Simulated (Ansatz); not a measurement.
Computed results, one entry a study.

**Screened interactions in RbPrSe2 (R-3m)**

Symmetry: R-3m, No. 166, trigonal system. The conventional cell has a = 4.352 Å, b = 4.352 Å, c = 23.655 Å, α = 90.00°, β = 90.00°, γ = 120.00°. Nearest to Rb lie 6 Se at 3.44 Å. Nearest to Pr lie 6 Se at 2.98 Å. Se has 3 Pr at 2.98 Å and 3 Rb at 3.44 Å nearest. Farther neighbours and most contacts between anions are not listed.

```xyz
4
Lattice="3.5265 6.6041 3.5265 3.5265 3.5265 6.6041 6.6041 3.5265 3.5265" Properties=species:S:1:pos:R:3 pbc="T T T"
Rb    0.0000    0.0000    0.0000
Pr    6.8286    6.8286    6.8286
Se    3.1987    3.1987    3.1987
Se   10.4586   10.4586   10.4586
```

- method: DFT, LDA, plane waves, PAW (and 1 further level or step)
- program: Ansatz 0.2.0
- settings of one run: cutoff 420 eV, 8×8×8 k-mesh, smearing width 0.08 eV, default PAW, coordination {"Pr": "octahedral"}, magnetic state non-magnetic by constraint, PAW set soft 2
- cost: 2 runs, 15 min in all on 4 threads of Arm Neoverse V1, shared host (the runs of this entry)
- notes: This run has no spin polarisation, although Pr can carry a moment. The cell and positions come from the Crystallography Open Database and are kept as given unless a step says otherwise. Limits: no spin polarisation; no spin-orbit coupling. The bands cross the Fermi level under this constraint, which need not be the crystal’s state: magnetic order, correlation or a lattice distortion may open a gap.
- Pr f: U 4.14 eV, U′ 3.14 eV, J 0.48 eV, bare V 23.4 eV
- method: constrained RPA on non-magnetic LDA, 4×4×4 mesh, static

For Pr f, screening cuts the on-site interaction from 23.45 eV to 4.14 eV (18 %), while J goes only from 0.63 eV to 0.48 eV: the monopole is screened far more than the multipoles. U − 2J differs from U′ by +0.04 eV, so the Kanamori relation holds well.

[Paths, hosts, dates, memory and timing lines, banners, echoed tables and standing remarks are left out of the program output.]

[Logs are printed without paths, hosts, clocks, repeated set-up lines and the standing remarks that a program may print on its own settings, such as how far it seeks lower states.]

[Runs of the session that timed out or met a known fault of the program may be left out.]

[Hosts, paths, dates, database ids (printed as entryN), source tags and the programs' standing remarks are cut or masked in the printed files.]
